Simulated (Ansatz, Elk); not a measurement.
## How far do independent atoms describe MgPbF4?

The structure of MgPbF4 used here is made up (a known structure type with other elements) and was relaxed beforehand with PBE. The aim is the Fourier transform of its all-electron density, F(hkl), set beside the sum over free spherical atoms that refinements use.

Calculated with Elk 11.2.3 (patched build); DFT, PBE, all-electron APW+lo, Dirac cores, scalar-relativistic bands, static density, no spin.

The structure was built from a prototype and need not be the compound's stable phase.

**1. Set-up**

The structure is tetragonal, space group P4/mmm (No. 123). Conventional cell: a = 3.818 Å, b = 3.818 Å, c = 5.779 Å, α = 90.00°, β = 90.00°, γ = 90.00°. Pb has 8 F at 2.53 Å nearest. Mg has 8 F at 2.27 Å nearest. Nearest to F lie 2 Mg at 2.27 Å and 2 Pb at 2.53 Å. Farther neighbours and most contacts between anions are not listed.

**2. Ground state and structure factors**

An all-electron density is needed, since X-rays see the cores too. Task 0 finds the density and task 195 Fourier-transforms it; tshift is off so that phases refer to the origin typed.

Contents of elk.in:

```
tasks
  0
  195

xctype
  20

spinpol
  .false.

rgkmax
  7.0

gmaxvr
  14.0

lmaxo
  7

lmaxapw
  8

swidth
  0.002

tshift
  .false.

ramdisk
  .false.

hmaxvr
  5.5

maxscl
  120

epspot
  1e-06

sppath
  './'

avec
  7.21423222928 0.00000000000 0.00000000000
  0.00000000000 7.21423222928 0.00000000000
  0.00000000000 0.00000000000 10.92076356532

atoms
  3
  'Pb.in'
  1
  0.5000000000 0.5000000000 -0.0000000000   0.000000 0.000000 0.000000
  'Mg.in'
  1
  0.0000000000 -0.0000000000 0.5000000000   0.000000 0.000000 0.000000
  'F.in'
  4
  0.0000000000 0.5000000000 0.2863262778   0.000000 0.000000 0.000000
  0.0000000000 0.5000000000 0.7136737222   0.000000 0.000000 0.000000
  0.5000000000 -0.0000000000 0.7136737222   0.000000 0.000000 0.000000
  0.5000000000 -0.0000000000 0.2863262778   0.000000 0.000000 0.000000

ngridk
  6 6 4
```

Run with:

```sh
$ OMP_NUM_THREADS=4 elk
```

Numbers of over 12 decimals in the logs are rounded to 6 here.

The log of the run:

```text
┌─────────────────────────┐
│ Elk code version 11.2.3 │
└─────────────────────────┘

All units are atomic (Hartree, Bohr, etc.)

┌─────────────────────────────────────────────────┐
│ Ground-state run starting from atomic densities │
└─────────────────────────────────────────────────┘

Lattice vectors :
   7.214232229       0.000000000       0.000000000
   0.000000000       7.214232229       0.000000000
   0.000000000       0.000000000       10.92076357

Reciprocal lattice vectors :
  0.8709430342       0.000000000       0.000000000
   0.000000000      0.8709430342       0.000000000
   0.000000000       0.000000000      0.5753430399

Unit cell volume      :    568.3727414
Brillouin zone volume :   0.4364217271

Muffin-tin inner radius fraction :   0.1000000000E-01

Nuclei treated as point charges

Species : 1 (Pb)
 parameters loaded from : Pb.in
 name : lead
 nuclear charge    :   -82.00000000
 electronic charge :    82.00000000
 atomic mass :    377702.4943
 muffin-tin radius :    2.755527622
 number of radial points in muffin-tin :   1393
 inner part over the whole radius :   0.9921568915E-02
 number on inner part of muffin-tin    :   1000
 approximate nuclear radius :   0.1047603524E-03
 number of mesh points to nuclear radius :    526
 atomic positions (lattice), magnetic fields (Cartesian) :
  1 :   0.50000000  0.50000000  0.00000000    0.00000000  0.00000000  0.00000000

Species : 2 (Mg)
 parameters loaded from : Mg.in
 name : magnesium
 nuclear charge    :   -12.00000000
 electronic charge :    12.00000000
 atomic mass :    44305.30466
 muffin-tin radius :    2.200000000
 number of radial points in muffin-tin :    793
 inner part over the whole radius :   0.9941530515E-02
 number on inner part of muffin-tin    :    552
 approximate nuclear radius :   0.5710277704E-04
 number of mesh points to nuclear radius :    241
 atomic positions (lattice), magnetic fields (Cartesian) :
  1 :   0.00000000  0.00000000  0.50000000    0.00000000  0.00000000  0.00000000

Species : 3 (F)
 parameters loaded from : F.in
 name : fluorine
 nuclear charge    :   -9.000000000
 electronic charge :    9.000000000
 atomic mass :    34631.97045
 muffin-tin radius :    1.968234016
 number of radial points in muffin-tin :    593
 inner part over the whole radius :   0.9998416988E-02
 number on inner part of muffin-tin    :    410
 approximate nuclear radius :   0.5278478738E-04
 number of mesh points to nuclear radius :    175
 atomic positions (lattice), magnetic fields (Cartesian) :
  1 :   0.00000000  0.50000000  0.28632628    0.00000000  0.00000000  0.00000000
  2 :   0.00000000  0.50000000 -0.28632628    0.00000000  0.00000000  0.00000000
  3 :   0.50000000  0.00000000 -0.28632628    0.00000000  0.00000000  0.00000000
  4 :   0.50000000  0.00000000  0.28632628    0.00000000  0.00000000  0.00000000

Total number of atoms per unit cell :    6
Total muffin-tin volume :    259.9976114
 ratio of muffin-tin to unit cell volume :   0.4574420841

Spin treatment :
 spin-unpolarised

Number of Bravais lattice symmetries :   16
Number of crystal symmetries         :   16
Crystal has inversion symmetry
Real symmetric eigensolver will be used

k-point grid :      6     6     4
k-point offset :    0.000000000       0.000000000       0.000000000
k-point set is reduced with full crystal symmetry group
Total number of k-points :       30

Muffin-tin radius times maximum |G+k| :    7.000000000
 using average radius
Maximum |G+k| for APW functions       :    3.273969591
Maximum (1/2)|G+k|²                   :    5.359438441
Maximum |G| for potential and density :    14.00000000
Constant for pseudocharge density :   10
 order of it for each species :   17  17  17
 order of it for pair densities of each species (exact exchange by exxq0 0: 18) :   16  10   7
Radial integration step length :    1

G-vector grid sizes :     35    35    49
Number of G-vectors :    26341

Maximum angular momentum used for
 APW functions            :    8
 outer part of muffin-tin :    7
[...]
electron entropic           :    -0.45865574385126E-11
 total energy                :     -21529.737496355

Density of states at Fermi energy :   0.5016595779E-07
 (states/Hartree/unit cell)

Estimated indirect band gap :   0.1710676353
 from k-point 30 to k-point 21
Estimated direct band gap   :   0.1892365856
 at k-point 4

Charges :
 core                        :    78.00000000
 valence                     :    52.00000000
 interstitial                :    3.243922007
 muffin-tins (core leakage)
  species : 1 (Pb)
[...]
species : 2 (Mg)
[...]
species : 3 (F)
[...]
total in muffin-tins        :    126.7560780
 total calculated charge     :    129.9969618
 total charge                :    130.0000000
 error                       :   0.3038193705E-02

RMS change in Kohn-Sham potential (target) :   0.9137783011     (  0.1000000000E-05)
Absolute change in total energy (target)   :   0.5413736870     (  0.1000000000E-03)

[... loops 3 to 15 left out ...]

┌──────────────────┐
│ Loop number : 16 │
└──────────────────┘

Energies :
 Fermi                       :     0.87144822407425E-01
 sum of occupied eigenvalues :     -13257.716854719
 electron kinetic            :      24970.204959917
 core electron kinetic       :      24673.267607828
 Coulomb                     :     -46050.552947898
 Coulomb potential           :     -37642.108823071
 nuclear-nuclear             :     -1479.6918548197
 electron-nuclear            :     -51526.033657899
 Hartree                     :      6955.1725648207
 Madelung                    :     -27229.498536363
 xc potential                :     -585.81299156487
 exchange                    :     -441.76036669386
 correlation                 :     -6.730555
 electron entropic           :    -0.45102867091534E-11
 total energy                :     -21528.838909567

Density of states at Fermi energy :   0.5017777898E-07
 (states/Hartree/unit cell)

Estimated indirect band gap :   0.1416473481
 from k-point 24 to k-point 4
Estimated direct band gap   :   0.1589412007
 at k-point 14

Charges :
 core                        :    78.00000000
 valence                     :    52.00000000
 interstitial                :    3.723668644
 muffin-tins (core leakage)
  species : 1 (Pb)
[...]
species : 2 (Mg)
[...]
species : 3 (F)
[...]
total in muffin-tins        :    126.2763314
 total calculated charge     :    129.9969206
 total charge                :    130.0000000
 error                       :   0.3079400140E-02

RMS change in Kohn-Sham potential (target) :   0.5108971422E-07 (  0.1000000000E-05)
Absolute change in total energy (target)   :   0.3755361467E-04 (  0.1000000000E-03)

Convergence targets achieved

┌──────────────────┐
│ Loop number : 17 │
└──────────────────┘

Energies :
 Fermi                       :     0.87144849425053E-01
 sum of occupied eigenvalues :     -13257.716852930
 electron kinetic            :      24970.204963900
 core electron kinetic       :      24673.267611050
 Coulomb                     :     -46050.552949659
 Coulomb potential           :     -37642.108824537
 nuclear-nuclear             :     -1479.6918548197
 electron-nuclear            :     -51526.033659770
 Hartree                     :      6955.1725649313
 Madelung                    :     -27229.498537390
 xc potential                :     -585.81299229353
 exchange                    :     -441.76036674015
 correlation                 :     -6.730555
 electron entropic           :    -0.45102867091534E-11
 total energy                :     -21528.838907388

Density of states at Fermi energy :   0.5017777683E-07
 (states/Hartree/unit cell)

Estimated indirect band gap :   0.1416473114
 from k-point 24 to k-point 4
Estimated direct band gap   :   0.1589411622
 at k-point 14

Charges :
 core                        :    78.00000000
 valence                     :    52.00000000
 interstitial                :    3.723668607
 muffin-tins (core leakage)
  species : 1 (Pb)
[...]
species : 2 (Mg)
[...]
species : 3 (F)
[...]
atom 2                    :    8.975603523     ( -0.2941384256E-06)
   atom 3                    :    8.975603523     ( -0.2941384256E-06)
   atom 4                    :    8.975603523     ( -0.2941384256E-06)
 total in muffin-tins        :    126.2763314
 total calculated charge     :    129.9969206
 total charge                :    130.0000000
 error                       :   0.3079400234E-02

┌──────────────────────────────┐
│ Self-consistent loop stopped │
└──────────────────────────────┘

Warning : the lowest level lies among the core levels :   -2.665171455      -2.648204243

Warning : core states of species 1 leak from the muffin-tin :   0.1442097866E-02

Wrote STATE.OUT
```

Elapsed: 36 s, on 4 threads of Arm Neoverse V1, shared host; peak memory 0.19 GiB.

SFACRHO.OUT:

```text

h k l indices transformed by vhmat matrix:
   1.000000000       0.000000000       0.000000000    
   0.000000000       1.000000000       0.000000000    
   0.000000000       0.000000000       1.000000000    

      h      k      l  multipl.   |H|            Re(F)            Im(F)           |F|

      0      0      0      1   0.0000000       130.00001      0.92587554E-16   130.00001    
      0      0     -1      2  0.57534304       59.836047     -0.59158172E-14   59.836047    
      0      1      0      4  0.87094303      -65.381190      0.10788652E-13   65.381190    
      0      1     -1      8   1.0438206      -82.360280      0.59158172E-14   82.360280    
      0      0     -2      2   1.1506861       54.149590      0.10352680E-13   54.149590    
     -1      1      0      4   1.2316995       50.897302      0.58328756E-14   50.897302    
     -1     -1      1      8   1.3594496       66.702566      0.22677299E-13   66.702566    
      0     -1      2      8   1.4431286      -59.732502     -0.15282528E-13   59.732502    
     -1      1      2      8   1.6855747       94.521028     -0.34508934E-14   94.521028    
      0      0     -3      2   1.7260291       71.487915     -0.24649238E-14   71.487915    
      0     -2      0      4   1.7418861       95.522956      0.18882527E-13   95.522956    
      2      0      1      8   1.8344445       50.864443     -0.98596954E-14   50.864443    
      1      0      3      8   1.9333179      -69.994531      0.14789543E-13   69.994531    
     -2     -1      0      8   1.9474878      -54.748261     -0.21563756E-13   54.748261    
      2      1     -1     16   2.0306965      -68.697413      0.19719391E-13   68.697413    
      0     -2      2      8   2.0876411       50.522560      0.44368629E-14   50.522560    
     -1     -1      3      8   2.1204386       40.985795      0.98596954E-14   40.985795    
      1     -2      2     16   2.2620317      -51.892596     -0.19472898E-13   51.892596
```

Elk indexes on the primitive cell of elk.in and gives |H| = 4π sin θ/λ in inverse bohr. Below, one row stands for each form hkl of the conventional cell (m members, Friedel mates merged), F is for one primitive cell and the density is static (no thermal factor). Free-atom factors are Waasmaier and Kirfel's, and R is Σm||F|−|F'||/Σm|F|.

```csv
hkl,m,sin θ/λ (Å⁻¹),"abs F, DFT",neutral atoms,diff.,ions,diff.
001,2,0.086,59.836,60.151,-0.315,59.525,+0.311
100,4,0.131,65.381,65.348,+0.034,65.436,-0.055
101,8,0.157,82.360,82.454,-0.094,82.181,+0.179
002,2,0.173,54.150,55.116,-0.966,53.913,+0.237
110,4,0.185,50.897,51.831,-0.934,50.786,+0.111
111,8,0.204,66.703,66.499,+0.204,66.742,-0.039
102,8,0.217,59.733,59.647,+0.086,59.694,+0.039
112,8,0.254,94.521,94.082,+0.439,94.541,-0.020
003,2,0.260,71.488,71.223,+0.265,71.402,+0.086
200,4,0.262,95.523,95.129,+0.394,95.555,-0.032
201,8,0.276,50.864,50.861,+0.004,50.809,+0.055
103,8,0.291,69.995,69.959,+0.035,70.085,-0.090
210,8,0.293,54.748,54.704,+0.044,54.682,+0.066
211,16,0.305,68.697,68.689,+0.009,68.793,-0.095
202,8,0.314,50.523,50.548,-0.026,50.638,-0.115
113,8,0.319,40.986,41.036,-0.051,41.014,-0.028
212,16,0.340,51.893,51.879,+0.014,51.841,+0.052
004,2,0.346,75.963,76.043,-0.081,76.035,-0.072
203,8,0.369,60.679,60.698,-0.019,60.578,+0.101
104,8,0.370,50.204,50.211,-0.008,50.170,+0.033
220,4,0.370,79.600,79.701,-0.101,79.589,+0.011
221,8,0.380,46.064,46.051,+0.013,46.041,+0.023
```

The ions are Mg2+, Pb2+ and F−, by formal charge.

**3. The highest occupied states alone**

An energy window below the Fermi level keeps the highest occupied states, to see at which angles they scatter; shallow core shells can lie inside it and anion s states outside. No new self-consistency is needed.

Changes to elk.in since step 2:

```diff
@@ -1,3 +1,2 @@
 tasks
-  0
   195
@@ -40,2 +39,5 @@
 
+wsfac
+  -0.464090 0.387140
+
 sppath
```

Run with:

```sh
$ OMP_NUM_THREADS=4 elk
```

The log of the run:

```text
┌─────────────────────────────────┐
│ Elk code version 11.2.3 started │
└─────────────────────────────────┘

Info(readinput): the functional depends on the density's gradient
 muffin-tin radial points multiplied by    2.00000
 (not where nrmtscf is given)

┌────────────────────┐
│ Current task : 195 │
└────────────────────┘
Info(checkmt): changed muffin-tin radius of species 1 (Pb) from   2.8000 to   2.7555
Info(checkmt): changed muffin-tin radius of species 3 (F) from   2.0000 to   1.9682

Info(sfacrho): density structure factors written to SFACRHO.OUT

 Energy window :  -0.4640900000      0.3871400000

┌──────────────────┐
│ Elk code stopped │
└──────────────────┘
```

Elapsed: 11 s, on 4 threads; peak memory 0.16 GiB; 14 s of CPU time.

States within 15 eV below the Fermi level hold 26.00 electrons; any levels below the window count with the cores. Their amplitudes can exceed the total, where window and core parts have opposite phase:

```csv
hkl,sin θ/λ (Å⁻¹),"abs F, window","abs F, all"
001,0.086,3.056,59.836
100,0.131,0.981,65.381
101,0.157,0.945,82.360
002,0.173,13.519,54.150
110,0.185,14.598,50.897
111,0.204,3.457,66.703
102,0.217,0.236,59.733
112,0.254,10.127,94.521
003,0.260,6.998,71.488
200,0.262,10.814,95.523
```

**4. Another functional**

The difference from free atoms is small, so it is set against the change that LDA (Perdew-Wang) makes.

Changes to elk.in since step 3:

```diff
@@ -1,2 +1,3 @@
 tasks
+  0
   195
@@ -4,3 +5,3 @@
 xctype
-  20
+  3
 
@@ -39,5 +40,2 @@
 
-wsfac
-  -0.464090 0.387140
-
 sppath
```

Run with:

```sh
$ OMP_NUM_THREADS=4 elk
```

The log of the run:

```text
┌─────────────────────────┐
│ Elk code version 11.2.3 │
└─────────────────────────┘

All units are atomic (Hartree, Bohr, etc.)

┌─────────────────────────────────────────────────┐
│ Ground-state run starting from atomic densities │
└─────────────────────────────────────────────────┘

Lattice vectors :
   7.214232229       0.000000000       0.000000000
   0.000000000       7.214232229       0.000000000
   0.000000000       0.000000000       10.92076357

Reciprocal lattice vectors :
  0.8709430342       0.000000000       0.000000000
[...]
species : 3 (F)
[...]
atom 3                    :    8.945909077     ( -0.4709789621E-05)
   atom 4                    :    8.945909077     ( -0.4709789621E-05)
 total in muffin-tins        :    126.1828240
 total calculated charge     :    129.9969274
 total charge                :    130.0000000
 error                       :   0.3072615856E-02

┌──────────────────────────────┐
│ Self-consistent loop stopped │
└──────────────────────────────┘

Warning : the lowest level lies among the core levels :   -2.645988349      -2.656408979

Warning : core states of species 1 leak from the muffin-tin :   0.1455232460E-02

Wrote STATE.OUT
[key lines of the parts left out:]
total energy                :     -21514.627004202
```

It took 21 s on 4 threads; peak memory 0.16 GiB; 63 s of CPU time.

Against the first run R = 0.02 %; the largest change is -0.112 at 200.

**5. Basis size**

A smaller basis shows how fast F responds to it; the change is likely larger than the basis error of the first run, but doesn't show convergence.

Changes to elk.in since step 4:

```diff
@@ -5,3 +5,3 @@
 xctype
-  3
+  20
 
@@ -11,3 +11,3 @@
 rgkmax
-  7.0
+  5.5
```

Run with:

```sh
$ OMP_NUM_THREADS=4 elk
```

The log of the run:

```text
┌─────────────────────────┐
│ Elk code version 11.2.3 │
└─────────────────────────┘

All units are atomic (Hartree, Bohr, etc.)

┌─────────────────────────────────────────────────┐
│ Ground-state run starting from atomic densities │
└─────────────────────────────────────────────────┘

Lattice vectors :
   7.214232229       0.000000000       0.000000000
   0.000000000       7.214232229       0.000000000
   0.000000000       0.000000000       10.92076357

Reciprocal lattice vectors :
  0.8709430342       0.000000000       0.000000000
[...]
species : 3 (F)
[...]
atom 3                    :    8.942024217     ( -0.2941383799E-06)
   atom 4                    :    8.942024217     ( -0.2941383799E-06)
 total in muffin-tins        :    126.1355348
 total calculated charge     :    129.9968679
 total charge                :    130.0000000
 error                       :   0.3132132866E-02

┌──────────────────────────────┐
│ Self-consistent loop stopped │
└──────────────────────────────┘

Warning : the lowest level lies among the core levels :   -2.679023798      -2.663001168

Warning : core states of species 1 leak from the muffin-tin :   0.1441248817E-02

Wrote STATE.OUT
[key lines of the parts left out:]
total energy                :     -21528.738151115
```

Run time: 28 s. Hardware: 4 threads; peak memory 0.18 GiB; 71 s of CPU time.

Against the first run R = 0.01 %; the largest change is -0.056 at 200.

**6. Settings against the effect**

```csv
run,R against the first run (%),"R against neutral atoms, low angle (%)",wall time
"PBE, rgkmax 7",0.00,0.31,36 s
LDA (Perdew-Wang),0.02,0.27,21 s
rgkmax 5.5,0.01,0.30,28 s
```

**7. Summary of results**

```json
{
  "R against neutral atoms, sin θ/λ < 0.3 Å⁻¹": "0.31 %",
  "R against neutral atoms, 0.3 to 0.82 Å⁻¹": "0.07 %",
  "R against ions, below 0.3 Å⁻¹": "0.12 %"
}
```

What this shows: Independent neutral atoms miss the calculated amplitudes by R = 0.31 % below 0.3 Å⁻¹ and 0.07 % from there to 0.82 Å⁻¹; by shells, 0.20 % below 0.15 Å⁻¹ (2 forms), 0.32 % 0.15 to 0.3 (11 forms), 0.04 % 0.3 to 0.45 (20 forms), 0.07 % above 0.45 (116 forms). Bonding, aspherical density and the tables' own atoms all enter these figures, and the runs don't part them. The largest change of an amplitude is -0.97 electrons, at 002. Formal ions give R = 0.12 % at low angle, nearer than neutral atoms. The window's part falls from 26.0 electrons at the origin to at most 3.39 between 0.45 and 0.82 Å⁻¹, where compact states inside the window still scatter. Below 0.3 Å⁻¹ the changes that finished (LDA (Perdew-Wang) and rgkmax 5.5) move F by R = 0.06 % at most, against the 0.31 % that separates it from free atoms. The k-mesh has no finished test. Spin-orbit coupling is left out, which can matter for elements this heavy. Part of the difference isn't bonding: the tables are fits to free atoms and ions calculated by other methods than this functional. Thermal motion, anomalous dispersion and extinction are left out.

[Logs are printed without paths, hosts, clocks, repeated set-up lines and the standing remarks that a program may print on its own settings, such as how far it seeks lower states.]

[Hosts, paths, dates, database ids (printed as entryN), source tags and the programs' standing remarks are cut or masked in the printed files.]
